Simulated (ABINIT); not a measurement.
Planning a run of ABINIT 10.8.3 on WS2 (Tungstenite). The input:

```
acell 3*1.0 Angstrom
rprim 
  1.579000000014 0.911636075086 6.163333333296
  -1.579000000014 0.911636075086 6.163333333296
  0.000000000000 -1.823272150090 6.163333333308
ntypat 2
znucl 74 16
natom 3
typat 1 2 2
xred 
  0.000000000000 0.000000000000 0.000000000000
  0.249700000000 0.249700000000 0.249700000000
  0.419000000000 0.419000000000 0.419000000000
pp_dirpath "pseudos"
pseudos "W.upf, S.upf"
ecut 29
ngkpt 4 4 4
nshiftk 1
shiftk 0 0 0
kptopt 1
chksymbreak 0
istwfk *1
occopt 1
irdwfk 1
optdriver 4
nband 43
gwcalctyp 28
ecutsigx 29
symsigma 0
nkptgw 13
kptgw 
  0.0000000000 0.0000000000 0.0000000000
  0.2500000000 0.0000000000 0.0000000000
  0.5000000000 0.0000000000 0.0000000000
  0.2500000000 0.2500000000 0.0000000000
  0.5000000000 0.2500000000 0.0000000000
  -0.2500000000 0.2500000000 0.0000000000
  0.5000000000 0.5000000000 0.0000000000
  0.2500000000 0.2500000000 0.2500000000
  0.5000000000 0.2500000000 0.2500000000
  -0.2500000000 0.2500000000 0.2500000000
  0.5000000000 0.5000000000 0.2500000000
  -0.2500000000 0.5000000000 0.2500000000
  0.5000000000 0.5000000000 0.5000000000
bdgw 
  7 19
  7 19
  7 19
  7 19
  7 19
  7 19
  7 19
  7 19
  7 19
  7 19
  7 19
  7 19
  7 19
ecuteps 3.2
irdscr 1
ppmodel 1
indata_prefix "in"
outdata_prefix "out"
tmpdata_prefix "tmp"
```

```sh
OMP_NUM_THREADS=1 mpirun -n 4 abinit run.abi > log
```

Q: How long will it take on 4 MPI ranks of Intel Xeon at 2.80GHz (Skylake/Cascade Lake), shared host, and how much memory?

It took 15 min; on shared hardware allow 7.7 min to 31 min. Peak host memory was 3.3 GiB.

[Paths, hosts, dates, memory and timing lines, banners, echoed tables and standing remarks are left out of the program output.]

[Logs are printed without paths, hosts, clocks, repeated set-up lines and the standing remarks that a program may print on its own settings, such as how far it seeks lower states.]

[Runs of the session that timed out or met a known fault of the program may be left out.]

[Hosts, paths, dates, database ids (printed as entryN), source tags and the programs' standing remarks are cut or masked in the printed files.]

[G0W0 gaps are taken among the corrected bands and points alone; a level outside them can change the order at an edge.]

[Where Ansatz stands beside ABINIT at settings called matched, ABINIT's density can come from a denser mesh and the files from another edition; pairs whose starting gaps differed by over 0.03 eV were left out, so agreement reads better than it is.]
